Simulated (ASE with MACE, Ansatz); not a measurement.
# Boundary energy of Σ9 (221)[1-10] symmetric tilt boundary in Al (64 atoms)

What is the boundary energy of this cell, counted against the bulk crystal, and how far does it hang on functional and mesh?

Calculated with Ansatz 0.2.0: Kohn-Sham DFT, PBE, PAW (set soft_2), plane waves; cutoff 420 eV, fermi-dirac smearing of 0.1 eV. Cutoffs: 420 eV for PBE and PBEsol; 500 eV for r2SCAN.

**The cells**

The cell holds 64 atoms: 64 Al. Its edges and angles: a = 5.713 Å, b = 8.570 Å, c = 22.205 Å, α = 90.0°, β = 90.0°, γ = 90.0°. It derives from Al. The starting structure: Two grains of Al, one the mirror image of the other in the boundary plane, two boundaries a cell; of 6 trial joints (lateral shifts, openings, close atoms taken out) the lowest after a short relaxation with the MACE-MP-0b2 potential was kept (shift [0.5, 0.5] of the surface cell, opening 1.00 Å, one of each pair under 2.00 Å removed), then its atoms and the cell's length along the normal were relaxed with that potential. Lattice constants are starting values near those of PBE.

The bulk reference is Al4 in a cell of 4 atoms, 16.485 Å³ an atom.

The input of the single point on the relaxed cell:

```yaml
crystal:
  lattice:
    - [5.71342, 0.0, 0.0]
    - [0.0, 8.57013, 0.0]
    - [0.0, 0.0, 22.20475]
  atoms:
    - { symbol: Al, position: [0.0, 0.55985, 0.00425] }
    - { symbol: Al, position: [0.25, 0.8282, 0.03277] }
    - { symbol: Al, position: [1.0, 0.11309, 0.05882] }
    - { symbol: Al, position: [0.25, 0.38604, 0.08981] }
    [... 58 atom lines left out ...]
    - { symbol: Al, position: [0.75, 0.94956, 0.5328] }
    - { symbol: Al, position: [1.0, 0.21796, 0.50426] }
kpoints:
  mp_grid: { grid: [6, 4, 2] }
hamiltonian:
  xc: pbe
scf:
  occupations: { method: fermi_dirac, width: 0.1 }
output:
  forces: true
  stress: true
  populations: true
  dos:
    method: { smearing: { sigma: 0.08 } }
    de: 0.1
    projected:
      site_lists:
        Al: [Al]
        lower_grain: [... 32 sites ...]
        upper_grain: [... 32 sites ...]
  eigenvalues: true
  write_density: true
  write_potential: true
  volumetric_format: npy
```

```
                                            cell  formula                    k-mesh  relaxation steps  gain on relaxing (eV)  free energy, PBE (eV)  time of its runs on this page
Sigma9 (221)[1-10] symmetric tilt boundary in Al     Al64  6×4×2 (relaxed on 4×3×1)                 2                   0.06             -34397.661                         11 min
                                         bulk Al      Al4                  14×14×14                 -                      -              -2150.040                          5.2 s
```

Times come from shared hosts and are rough.

**Boundary energy**

The excess is the cell's free energy less 16 times that of the bulk cell. It is divided by twice the area, as the cell holds two boundaries, so the value is their mean, and they need not be alike (48.96 Å²), with 1 eV/Å² = 16.022 J/m².

| level | k-mesh | excess (eV) | boundary energy (J/m²) | per area (meV/Å²) |
| --- | --- | --- | --- | --- |
| PBE | 6×4×2 | 2.973 | 0.486 | 30.4 |
| PBE, denser mesh | 8×5×2 | 2.904 | 0.475 | 29.7 |
| r2SCAN | 6×4×2 | 3.622 | 0.593 | 37.0 |
| PBEsol | 6×4×2 | 3.257 | 0.533 | 33.3 |

Worked for the first row at PBE: (-34397.661) − 16 × (-2150.040) = 2.973 eV (from unrounded energies).

Then 2.973 / (2 × 48.96) × 16.022 = 0.486 J/m².

**Neighbours**

Bonds by pair of elements; cutoffs follow the first minimum of g(r), held within bounds set by covalent radii, and pairs that aren't listed don't count as bonded:

```csv
pair A-B,cutoff (Å),bonds,mean length (Å),spread (Å),shortest (Å),B about A,A about B
Al-Al,3.27,360,2.85,0.037,2.70,11.2,11.2
```

How many atoms have how many bonded neighbours:

```csv
element,mean,10,11,12
Al,11.2,16,16,32
```

**Findings**

At PBE the boundary energy is 0.49 J/m². At the same geometries the levels give 0.49 (PBE) to 0.59 J/m² (r2SCAN) and the denser mesh moves it by -0.01 J/m². Relaxing the atoms lowered it by 0.009 J/m² from the start (on the 4×3×1 mesh of the relaxation), and the farthest atom moved 0.03 Å. By these cutoffs 32 of 64 Al atoms differ from the commonest count of 12.

Limits: The cell edges were held, so the lattice is the typed one for every functional, and the length along the normal is the one that the machine-learned potential gave. Cell and bulk are sampled on unlike meshes, and the error grows with the number of atoms subtracted. These are free energies under a smearing of 0.1 eV, whose entropy term isn't removed. The joint was picked among a few trials by a machine-learned potential, and a lower one may exist.

[Logs are printed without paths, hosts, clocks, repeated set-up lines and the standing remarks that a program may print on its own settings, such as how far it seeks lower states.]

[Hosts, paths, dates, database ids (printed as entryN), source tags and the programs' standing remarks are cut or masked in the printed files.]
